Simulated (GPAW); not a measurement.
# Near-edge structure at the Si K edge of diamond-type (Si)₁₋ₓ(Ge)ₓ at x = 0.25

What does the Si K edge look like in diamond-type (Si)₁₋ₓ(Ge)ₓ at x = 0.25?

Program: GPAW 26.7.0. Level of theory: X-ray absorption from dipole matrix elements to empty bands, plane-wave PAW LDA. Results are calculated unless marked as measured.

This is a report of a sequence of runs, with most program output left out.

### Step 1. The starting structure

The cell holds 16 atoms: 12 Si and 4 Ge. Its edges and angles: a = 7.761 Å, b = 7.761 Å, c = 7.761 Å, α = 60.0°, β = 60.0°, γ = 60.0°. 16-atom diamond-type cell, 4 of 16 Si sites taken by Ge at random, lattice constants typed for the ends and interpolated (Vegard).

### Step 2. Relaxation

The cell was built by hand, so its atoms are relaxed first: near-edge features follow bond lengths closely.

relax.py reads:

```python
import numpy as np
from ase import Atoms
from ase.parallel import parprint, paropen
from gpaw import GPAW, PW, FermiDirac, Mixer, MixerDif, setup_paths
from ase.optimize import BFGS

atoms = Atoms('Si4Ge2SiGe2Si7',
    cell=[[0, 5.48775, 5.48775],
     [5.48775, 0, 5.48775],
     [5.48775, 5.48775, 0]],
    scaled_positions=[[0.001059, 0.999946, 0.004193],
     [0.125041, 0.129277, 0.124299],
     [0.000445, 0.001355, 0.500389],
     [0.124881, 0.125033, 0.625731],
     [0.004122, 0.498344, 0.997175],
     [0.12705, 0.626096, 0.126142],
     [0.999345, 0.49794, 0.499705],
     [0.130717, 0.620739, 0.623866],
     [0.498424, 0.000881, 0.999262],
     [0.623628, 0.125702, 0.121431],
     [0.502961, 0.999114, 0.501104],
     [0.623254, 0.124485, 0.623989],
     [0.497047, 0.505332, 0.001511],
     [0.626356, 0.621226, 0.121586],
     [0.499692, 0.503331, 0.499806],
     [0.62478, 0.624175, 0.628058]],
    pbc=True)
atoms.calc = GPAW(legacy_gpaw=True, mode=PW(400, force_complex_dtype=True), xc='LDA', setups={},
    kpts={'size': (3, 3, 3), 'gamma': True}, occupations=FermiDirac(0.08),
    charge=0, mixer=Mixer(0.1, 5, 50), maxiter=150,
    convergence={'density': 0.0001, 'eigenstates': 1e-6}, txt='relax.txt')
steps = []
opt = BFGS(atoms, logfile='-')
opt.attach(lambda: steps.append([atoms.get_potential_energy(), float(np.linalg.norm(atoms.get_forces(), axis=1).max())]))
done = opt.run(fmax=0.05, steps=30)
out = dict(done=bool(done), steps=steps, frac=atoms.get_scaled_positions().tolist())
import json
with paropen('out.json', 'w') as f:
    json.dump(out, f)
```

Started as:

```sh
$ OMP_NUM_THREADS=1 mpirun -n 4 gpaw python relax.py
```

Elapsed: 81 s, on 4 MPI ranks of Arm Neoverse V2, shared host; peak memory 0.29 GiB; 5.4 min of CPU time.

In 4 steps the energy fell by 164 meV (energies extrapolated to zero smearing) and the largest force to 0.035 eV/Å. Atom 13 (Si; the text counts from 1, the script from 0) is among those that moved most, by 0.05 Å.

### Step 3. The field without a hole

A plain self-consistent run shows whether there is a gap, which decides the set-up of the core-hole run.

scf.py reads:

```python
import numpy as np
from ase import Atoms
from ase.parallel import parprint, paropen
from gpaw import GPAW, PW, FermiDirac, Mixer, MixerDif, setup_paths
from gpaw.test import gen
setup_paths.insert(0, '.')
gen('Si', name='nch1s', xcname='LDA', corehole=(1, 0, 0), write_xml=True)
from gpaw.mpi import world
world.barrier()

atoms = Atoms('Si4Ge2SiGe2Si7',
    cell=[[0, 5.48775, 5.48775],
     [5.48775, 0, 5.48775],
     [5.48775, 5.48775, 0]],
    scaled_positions=[[0.998015, 0.0057001, 0.0004011],
     [0.1223785, 0.1234213, 0.129048],
     [0.9987597, 0.0036524, 0.4998673],
     [0.1258761, 0.1236165, 0.6266981],
     [0.99947, 0.4985833, 0.0006697],
     [0.1253926, 0.6278442, 0.1274004],
     [0.9973323, 0.4956902, 0.5037315],
     [0.1284318, 0.6259039, 0.6185431],
     [0.5001378, 0.9993324, 0.9990412],
     [0.6258623, 0.1268474, 0.1252083],
     [0.5009491, 0.0004329, 0.4986791],
     [0.6266707, 0.1271166, 0.6197889],
     [0.5032823, 0.4988391, 0.9996007],
     [0.624514, 0.6216402, 0.1264726],
     [0.5063884, 0.499174, 0.4972088],
     [0.6253755, 0.6251838, 0.6258858]],
    pbc=True)
atoms.calc = calc = GPAW(legacy_gpaw=True, mode=PW(400, force_complex_dtype=True), xc='LDA', setups={0: 'nch1s'},
    kpts={'size': (3, 3, 3), 'gamma': True}, occupations=FermiDirac(0.05),
    charge=0, mixer=Mixer(0.1, 5, 50), maxiter=150,
    convergence={'density': 0.0001, 'eigenstates': 1e-6}, txt='scf.txt')
energy = atoms.get_potential_energy() + calc.get_reference_energy()
ef = calc.get_fermi_level()
out = dict(energy=energy, fermi=ef, forces=atoms.get_forces().tolist())
parprint(f'all-electron energy {energy:.4f} eV, Fermi level {ef:.4f} eV')
ev = np.array([[calc.get_eigenvalues(k, s) for k in range(len(calc.get_ibz_k_points()))] for s in range(calc.get_number_of_spins())])
out['homo'], out['lumo'], out['counts'] = ev[ev < ef].max(), ev[ev > ef].min(), sorted(set((ev < ef).sum((0, 2)).tolist()))
out['filled'] = (ev[:, 0] < ef).sum(1).tolist()
import json
with paropen('out.json', 'w') as f:
    json.dump(out, f)
```

Started as:

```sh
$ OMP_NUM_THREADS=1 mpirun -n 4 gpaw python scf.py
```

Wall time 28 s (4 MPI ranks); peak memory 0.29 GiB; 1.8 min of CPU time.

The mesh shows a gap of 0.36 eV. The excited electron is kept all the same, so that all members of the series, with or without a gap, are treated alike.

### Step 4. Reference energy of the cell

The photon energy needs a difference of total energies, so the cell and mesh of the coming hole run are first run without a hole.

scf.py: that of step 3 with these lines changed.

```diff
@@ -32,3 +32,3 @@
 atoms.calc = calc = GPAW(legacy_gpaw=True, mode=PW(400, force_complex_dtype=True), xc='LDA', setups={0: 'nch1s'},
-    kpts={'size': (3, 3, 3), 'gamma': True}, occupations=FermiDirac(0.05),
+    kpts={'size': (3, 3, 3), 'gamma': True}, occupations=FermiDirac(0.02),
     charge=0, mixer=Mixer(0.1, 5, 50), maxiter=150,
```

It took 28 s on 4 MPI ranks; peak memory 0.29 GiB; 1.8 min of CPU time.

Reference energy: -322467.492 eV with the cores included.

### Step 5. Spectrum with XCH, Si atom 1

The holes are 7.8 Å apart. In GPAW the data set carries the hole's charge, so charge=0 means a charged cell and charge=-1 a neutral one. The excited electron is kept in the cell, where it fills the lowest empty states and screens the hole. After the field has converged, empty bands are computed with the density fixed and the dipole matrix elements are summed.

The absorber has 1 Si at 2.35 Å, 1 Si at 2.36 Å, 1 Si at 2.37 Å and 1 Ge at 2.39 Å (tetrahedral).

xas.py reads:

```python
import numpy as np
from ase import Atoms
from ase.parallel import parprint, paropen
from gpaw import GPAW, PW, FermiDirac, Mixer, MixerDif, setup_paths
from gpaw.test import gen
setup_paths.insert(0, '.')
gen('Si', name='fch1s', xcname='LDA', corehole=(1, 0, 1), write_xml=True)
from gpaw.mpi import world
world.barrier()

atoms = Atoms('Si4Ge2SiGe2Si7',
    cell=[[0, 5.48775, 5.48775],
     [5.48775, 0, 5.48775],
     [5.48775, 5.48775, 0]],
    scaled_positions=[[0.998015, 0.0057001, 0.0004011],
     [0.1223785, 0.1234213, 0.129048],
     [0.9987597, 0.0036524, 0.4998673],
     [0.1258761, 0.1236165, 0.6266981],
     [0.99947, 0.4985833, 0.0006697],
     [0.1253926, 0.6278442, 0.1274004],
     [0.9973323, 0.4956902, 0.5037315],
     [0.1284318, 0.6259039, 0.6185431],
     [0.5001378, 0.9993324, 0.9990412],
     [0.6258623, 0.1268474, 0.1252083],
     [0.5009491, 0.0004329, 0.4986791],
     [0.6266707, 0.1271166, 0.6197889],
     [0.5032823, 0.4988391, 0.9996007],
     [0.624514, 0.6216402, 0.1264726],
     [0.5063884, 0.499174, 0.4972088],
     [0.6253755, 0.6251838, 0.6258858]],
    pbc=True)
atoms.calc = calc = GPAW(legacy_gpaw=True, mode=PW(400, force_complex_dtype=True), xc='LDA', setups={0: 'fch1s'},
    kpts={'size': (3, 3, 3), 'gamma': True}, occupations=FermiDirac(0.04),
    charge=-1, mixer=Mixer(0.1, 5, 50), maxiter=150,
    convergence={'density': 0.0001, 'eigenstates': 1e-6}, txt='scf.txt')
energy = atoms.get_potential_energy() + calc.get_reference_energy()
ef = calc.get_fermi_level()
out = dict(energy=energy, fermi=ef, forces=atoms.get_forces().tolist())
parprint(f'all-electron energy {energy:.4f} eV, Fermi level {ef:.4f} eV')
ev = np.array([[calc.get_eigenvalues(k, s) for k in range(len(calc.get_ibz_k_points()))] for s in range(calc.get_number_of_spins())])
out['homo'], out['lumo'], out['counts'] = ev[ev < ef].max(), ev[ev > ef].min(), sorted(set((ev < ef).sum((0, 2)).tolist()))
out['filled'] = (ev[:, 0] < ef).sum(1).tolist()

from ase.units import Ha
from gpaw.xas import dipole_matrix_elements
nb = int(calc.get_number_of_electrons() / 2) + 169
top, nb = nb, nb + 8 + nb // 12
nscf = calc.fixed_density(kpts={'size': (4, 4, 4), 'gamma': True}, nbands=nb,
    convergence={'bands': top, 'eigenstates': 5e-3}, maxiter=60, txt='nscf.txt')
cell = atoms.cell.array
ops = [cell.T @ U.T @ np.linalg.inv(cell.T) for U in nscf.wfs.kd.symmetry.op_scc]
filled = [32]  # bands filled in the ground state, by spin
E = np.arange(-6, 30, 0.1)
fwhm = np.interp(E, [4, 25], [0.9, 3.5])
Y, X, zero, highest = 0, 0, 1e9, 1e9
for spin in range(nscf.get_number_of_spins()):
    wfs = nscf.wfs
    mine = wfs.bd.get_slice()  # this rank's bands
    A = dipole_matrix_elements(wfs.setups[0])
    eps = np.zeros((wfs.kd.nibzkpts, nb))
    d = np.zeros((3, A.shape[1], wfs.kd.nibzkpts, nb), complex)
    for kpt in wfs.kpt_u:
        if kpt.s == spin and 0 in kpt.P_ani:
            eps[kpt.k, mine] = kpt.eps_n * Ha
            d[:, :, kpt.k, mine] = (kpt.weight * wfs.nspins / 2) ** 0.5 * np.inner(A, kpt.P_ani[0])
    world.sum(eps)
    world.sum(d)
    T = np.einsum('amkn,bmkn->abkn', d, d.conj()).real
    T = sum(np.einsum('ai,ijkn,bj->abkn', R, T, R) for R in ops) / len(ops)
    empty = np.ones_like(eps, bool) & (np.arange(nb) >= filled[spin])
    zero, highest = min(zero, eps[empty].min()), min(highest, eps[:, top - 1].min())
    lines = [(eps, T, empty)] if spin == 0 else lines + [(eps, T, empty)]
for eps, T, empty in lines:
    f = np.einsum('aakn->akn', T).reshape(3, -1)
    x = eps.ravel() - zero
    w = np.interp(x, E, fwhm) / 2.35482
    g = np.exp(-0.5 * ((E[:, None] - x) / w) ** 2) / (w * (2 * np.pi) ** 0.5)
    Y = Y + (f * empty.ravel()) @ g.T
    X = X + (f * ~empty.ravel()) @ g.T
out.update(E=E.round(2).tolist(), xas=Y.tolist(), xes=X.tolist(), zero=zero, valid=highest - zero, nk=len(eps), nb=nb)
for i in range(0, len(E), 10):
    parprint(f'{E[i]:7.2f}', *(f'{v:10.3e}' for v in Y[:, i]))
import json
with paropen('out.json', 'w') as f:
    json.dump(out, f)
```

Started as:

```sh
$ OMP_NUM_THREADS=1 mpirun -n 4 gpaw python xas.py
```

Wall time 4.2 min (4 MPI ranks); peak memory 0.63 GiB; 17 min of CPU time.

The Si K spectrum, Si atom 1, excited-electron core hole (neutral cell) (energy from the bottom of the conduction band, which holds the excited electron; intensity scaled to a mean of 1 over the first 20 eV):

```csv
E (eV),isotropic,ε ∥ x,ε ∥ y,ε ∥ z
-2.0,0.00,0.00,0.00,0.00
-1.5,0.00,0.00,0.00,0.00
-1.0,0.00,0.00,0.00,0.00
-0.5,0.01,0.01,0.01,0.02
0.0,0.14,0.13,0.13,0.16
0.5,0.54,0.52,0.52,0.58
1.0,1.03,1.03,1.02,1.05
1.5,1.34,1.33,1.33,1.35
2.0,1.26,1.27,1.25,1.27
2.5,1.13,1.16,1.13,1.09
3.0,1.43,1.46,1.46,1.37
3.5,1.78,1.81,1.81,1.71
4.0,1.76,1.77,1.78,1.72
4.5,1.32,1.29,1.33,1.34
5.0,1.01,0.98,0.99,1.05
5.5,0.87,0.86,0.85,0.91
6.0,0.88,0.88,0.88,0.89
6.5,1.19,1.18,1.20,1.20
7.0,1.35,1.33,1.34,1.38
7.5,1.06,1.04,1.04,1.10
8.0,0.82,0.81,0.80,0.85
8.5,0.86,0.85,0.85,0.87
9.0,1.04,1.05,1.04,1.04
9.5,1.15,1.17,1.15,1.13
10.0,1.11,1.12,1.11,1.09
10.5,1.02,1.03,1.03,1.00
11.0,0.97,0.97,0.98,0.95
11.5,0.97,0.97,0.98,0.96
12.0,1.03,1.04,1.03,1.02
12.5,1.09,1.11,1.10,1.07
13.0,1.10,1.12,1.11,1.08
13.5,1.03,1.04,1.04,1.02
14.0,0.90,0.90,0.91,0.90
14.5,0.77,0.77,0.78,0.77
15.0,0.69,0.70,0.69,0.69
15.5,0.68,0.70,0.68,0.66
16.0,0.71,0.74,0.72,0.69
16.5,0.76,0.78,0.78,0.73
17.0,0.80,0.81,0.82,0.78
17.5,0.82,0.81,0.83,0.81
18.0,0.81,0.79,0.82,0.81
18.5,0.79,0.77,0.79,0.80
19.0,0.77,0.75,0.76,0.79
19.5,0.76,0.75,0.75,0.79
20.0,0.76,0.75,0.75,0.78
20.5,0.75,0.74,0.75,0.77
21.0,0.73,0.72,0.73,0.75
21.5,0.71,0.70,0.70,0.72
22.0,0.68,0.67,0.67,0.69
22.5,0.66,0.66,0.65,0.66
23.0,0.65,0.66,0.64,0.66
23.5,0.67,0.68,0.66,0.68
24.0,0.71,0.72,0.70,0.71
24.5,0.76,0.76,0.75,0.76
25.0,0.80,0.81,0.80,0.81
25.5,0.84,0.84,0.84,0.84
26.0,0.85,0.85,0.86,0.86
26.5,0.85,0.85,0.86,0.86
```

Main maxima below 24 eV (height): 1.7 eV (1.37), 3.7 eV (1.82), 6.9 eV (1.36), 9.6 eV (1.15), 12.8 eV (1.11) and 17.5 eV (0.82). A K edge sees empty p states on the absorber.

The total-energy difference is 1843.64 eV. One term is added: -14.86 eV, since the hole is spin-paired here and a spin-polarised one costs that much less in the free atom (computed apart). The photon energy is then 1828.78 eV. The tabulated edge of the element is 1839 eV. The functional leaves an error in such absolute values: in the free atom LDA prices this hole 7.8 eV below PBE (computed apart), and PBE is itself good to a few eV.

### Step 6. Reference energy of the cell

The absorbing element, whose data set is made anew, changes for the next run, so it gets a reference energy of its own.

scf.py: that of step 4 with these lines changed.

```diff
@@ -6,3 +6,3 @@
 setup_paths.insert(0, '.')
-gen('Si', name='nch1s', xcname='LDA', corehole=(1, 0, 0), write_xml=True)
+gen('Ge', name='nch1s', xcname='LDA', corehole=(1, 0, 0), write_xml=True)
 from gpaw.mpi import world
@@ -31,3 +31,3 @@
     pbc=True)
-atoms.calc = calc = GPAW(legacy_gpaw=True, mode=PW(400, force_complex_dtype=True), xc='LDA', setups={0: 'nch1s'},
+atoms.calc = calc = GPAW(legacy_gpaw=True, mode=PW(400, force_complex_dtype=True), xc='LDA', setups={5: 'nch1s'},
     kpts={'size': (3, 3, 3), 'gamma': True}, occupations=FermiDirac(0.02),
```

Started as:

```sh
$ OMP_NUM_THREADS=1 mpirun -n 4 gpaw python scf.py
```

Wall time 28 s (4 MPI ranks); peak memory 0.29 GiB.

Reference energy: -322467.492 eV with the cores included.

### Step 7. Spectrum with XCH, Ge atom 6

The holes are 7.8 Å apart. The excited electron is kept in the cell, where it fills the lowest empty states and screens the hole. After the field has converged, empty bands are computed with the density fixed and the dipole matrix elements are summed.

The absorber has 1 Si at 2.39 Å, 2 Si at 2.39 Å and 1 Ge at 2.42 Å (tetrahedral).

xas.py: that of step 5 with these lines changed.

```diff
@@ -6,3 +6,3 @@
 setup_paths.insert(0, '.')
-gen('Si', name='fch1s', xcname='LDA', corehole=(1, 0, 1), write_xml=True)
+gen('Ge', name='fch1s', xcname='LDA', corehole=(1, 0, 1), write_xml=True)
 from gpaw.mpi import world
@@ -31,3 +31,3 @@
     pbc=True)
-atoms.calc = calc = GPAW(legacy_gpaw=True, mode=PW(400, force_complex_dtype=True), xc='LDA', setups={0: 'fch1s'},
+atoms.calc = calc = GPAW(legacy_gpaw=True, mode=PW(400, force_complex_dtype=True), xc='LDA', setups={5: 'fch1s'},
     kpts={'size': (3, 3, 3), 'gamma': True}, occupations=FermiDirac(0.04),
@@ -53,3 +53,3 @@
 E = np.arange(-6, 30, 0.1)
-fwhm = np.interp(E, [4, 25], [0.9, 3.5])
+fwhm = np.interp(E, [4, 25], [1.96, 3.5])
 Y, X, zero, highest = 0, 0, 1e9, 1e9
@@ -58,3 +58,3 @@
     mine = wfs.bd.get_slice()  # this rank's bands
-    A = dipole_matrix_elements(wfs.setups[0])
+    A = dipole_matrix_elements(wfs.setups[5])
     eps = np.zeros((wfs.kd.nibzkpts, nb))
@@ -62,5 +62,5 @@
     for kpt in wfs.kpt_u:
-        if kpt.s == spin and 0 in kpt.P_ani:
+        if kpt.s == spin and 5 in kpt.P_ani:
             eps[kpt.k, mine] = kpt.eps_n * Ha
-            d[:, :, kpt.k, mine] = (kpt.weight * wfs.nspins / 2) ** 0.5 * np.inner(A, kpt.P_ani[0])
+            d[:, :, kpt.k, mine] = (kpt.weight * wfs.nspins / 2) ** 0.5 * np.inner(A, kpt.P_ani[5])
     world.sum(eps)
```

Started as:

```sh
$ OMP_NUM_THREADS=1 mpirun -n 4 gpaw python xas.py
```

The job ended after 4.2 min (4 MPI ranks; peak memory 0.63 GiB).

The Ge K spectrum, Ge atom 6, excited-electron core hole (neutral cell) (energy from the bottom of the conduction band, which holds the excited electron; intensity scaled to a mean of 1 over the first 20 eV):

```csv
E (eV),isotropic,ε ∥ x,ε ∥ z
-2.0,0.00,0.00,0.00
-1.4,0.01,0.01,0.01
-0.8,0.05,0.05,0.04
-0.2,0.16,0.16,0.14
0.4,0.37,0.37,0.35
1.0,0.65,0.66,0.63
1.6,0.92,0.92,0.91
2.2,1.13,1.12,1.13
2.8,1.30,1.28,1.32
3.4,1.43,1.41,1.47
4.0,1.45,1.43,1.49
4.6,1.34,1.33,1.36
5.2,1.17,1.17,1.16
5.8,1.05,1.06,1.02
6.4,1.04,1.06,1.01
7.0,1.09,1.11,1.07
7.6,1.09,1.11,1.06
8.2,1.03,1.04,1.00
8.8,0.98,0.99,0.97
9.4,1.01,1.01,1.00
10.0,1.04,1.03,1.05
10.6,1.04,1.04,1.06
11.2,1.05,1.04,1.06
11.8,1.06,1.06,1.06
12.4,1.08,1.08,1.08
13.0,1.08,1.08,1.09
13.6,1.05,1.04,1.06
14.2,0.99,0.98,1.01
14.8,0.92,0.91,0.93
15.4,0.86,0.85,0.87
16.0,0.83,0.82,0.85
16.6,0.84,0.83,0.85
17.2,0.85,0.84,0.87
17.8,0.86,0.85,0.87
18.4,0.84,0.84,0.85
19.0,0.81,0.81,0.81
19.6,0.78,0.79,0.77
20.2,0.76,0.76,0.75
20.8,0.74,0.74,0.74
21.4,0.72,0.72,0.72
22.0,0.70,0.70,0.70
22.6,0.67,0.67,0.68
23.2,0.66,0.66,0.65
23.8,0.66,0.67,0.65
24.4,0.69,0.70,0.68
25.0,0.75,0.76,0.73
25.6,0.82,0.83,0.81
26.2,0.89,0.89,0.88
```

Main maxima below 26 eV (height): 3.8 eV (1.46), 7.2 eV (1.10), 12.8 eV (1.08) and 17.6 eV (0.86). 

The energy difference (zero at 11117 eV) isn't read as a photon energy: for so heavy an absorber the terms left out (the hole's spin, the functional's error) amount to tens of eV or more.

### Step 8. Outcome

```json
{
  "absorber and edge": "Si K, atom 1 of the ground-state input (counted from 1)",
  "surroundings": "1 Si at 2.35 Å, 1 Si at 2.36 Å, 1 Si at 2.37 Å and 1 Ge at 2.39 Å (tetrahedral)",
  "highest intensity below 16 eV": "3.7 eV above the zero, height 1.82",
  "photon energy of the zero, with the added terms": "1828.8 eV (raw 1843.6 eV; LDA puts this hole about 8 eV below PBE, itself good to a few eV)"
}
```

What this shows: The Si K edge of atom 1, with 1 Si at 2.35 Å, 1 Si at 2.36 Å, 1 Si at 2.37 Å and 1 Ge at 2.39 Å (tetrahedral), has its highest intensity of the first 16 eV at 3.7 eV above the zero, near 1832 eV in photon energy (LDA puts this hole about 8 eV below PBE, itself good to a few eV), 1.8 times the mean level of the first 20 eV (Gaussian full width 0.9 eV up to 4 eV, rising linearly to 3.5 eV at 25 eV). The mesh is coarse (0.25 Å⁻¹ between points), so small maxima may be mesh ripples.

[Logs are printed without paths, hosts, clocks, repeated set-up lines and the standing remarks that a program may print on its own settings, such as how far it seeks lower states.]

[Hosts, paths, dates, database ids (printed as entryN), source tags and the programs' standing remarks are cut or masked in the printed files.]

[Lists of maxima count a maximum above −3 eV only where it reaches 4 % of the highest in the window and stands out from its surroundings by 2 % of it (1.5 % where it reaches 55 %); shoulders and weaker maxima are passed over, and of the rest the first, up to two pre-edge ones and the few strongest are named.]
